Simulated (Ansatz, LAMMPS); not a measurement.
# Settings and their price: liquid (Na,Li)I at 1000 K (176 atoms)

Density of this cell: 2.91 g/cm³. The cell holds 176 atoms: 29 Na, 59 Li and 88 I. Its edges and angles: a = 19.128 Å, b = 19.128 Å, c = 19.128 Å, α = 90.0°, β = 90.0°, γ = 90.0°. 176 atoms (29 Na, 59 Li, 88 I) placed at random at 2.9 g/cm³, melted at 1800 K for 10 ps at fixed volume with the Lennard-Jones and Coulomb ion parameters for SPC/E (Joung and Cheatham, J. Phys. Chem. B 112, 9020 (2008)), full charges. Snapshot at the end of a hold of 20 ps at 1000 K and fixed volume.

Geometry: as built.

Reference run: Kohn-Sham DFT, PBE, PAW (set soft_2), plane waves (Ansatz 0.2.0), cutoff 420 eV, Γ point, fixed occupations.

| Item | Value |
| --- | --- |
| r.m.s. force component | 0.2509 eV/Å |
| pressure | -0.1852 GPa |
| gap (highest filled to lowest empty level) | 2.689 eV |
| SCF cycles | 8 |
| time | 8.8 s on 1 × NVIDIA H100 80GB HBM3 with 5 threads of AMD EPYC 7R13 (Zen 3), shared host |

**Question.** The cell is repeated and solved at Γ. How do error, time and memory go?
- plane waves, 176 atoms (1×1×1)
- support functions, 176 atoms (1×1×1)
- support functions, 1408 atoms (2×2×2)
- truncated density matrix, 1408 atoms (2×2×2)

Differences are against the typed cell on a 1×1×1 mesh, which samples like Γ on 176 atoms (r.m.s. force component 0.251 eV/Å, gap 2.69 eV). Every repeated cell is solved at Γ, and forces are averaged over the copies of each atom. Hardware: 1 × NVIDIA H100 80GB HBM3 with 5 threads of AMD EPYC 7R13 (Zen 3), shared host.

```tsv
atoms	repeats	basis	Δ force, r.m.s. (meV/Å)	Δ energy (meV/atom)	less plane waves of the same size (meV/atom)	gap (eV)	spread among copies (meV/Å)	SCF cycles	time	host memory (GiB)	planned on the GPU (GiB)
176	1×1×1	plane waves	0.001	0	-	2.69	-	8	4.2 s	1.7	19
176	1×1×1	support functions	0.224	-0.693	-0.69	2.69	-	16	9.2 s	1.8	8.4
1408	2×2×2	support functions	0.3	-0.788	-	2.69	0.006	25	1.9 min	8.6	59
1408	2×2×2	truncated density matrix	0.299	-0.799	-	-	0.006	24	84 s	8.5	56
```

With support functions, the time grows as the 1.2 power of the atom count between the two largest sizes, 176 and 1408 atoms (16 and 25 SCF cycles). The smaller run is short enough for fixed overheads to flatten this slope. At 1408 atoms truncation (run in mixed precision) changes the energy by -0.01 meV/atom and takes 0.72 times the time of the full density matrix. At equal size the support functions lie 0.69 meV/atom below plane waves, likely because their grid holds more waves than 420 eV; no run tests this. At the largest size the support functions' forces differ from the reference by 0.12 % of the r.m.s. force, which holds the difference of sampling between the two as well as that of the basis. In some support-function runs the search for missed states was left out or partial.

[Logs are printed without paths, hosts, clocks, repeated set-up lines and the standing remarks that a program may print on its own settings, such as how far it seeks lower states.]

[Hosts, paths, dates, database ids (printed as entryN), source tags and the programs' standing remarks are cut or masked in the printed files.]
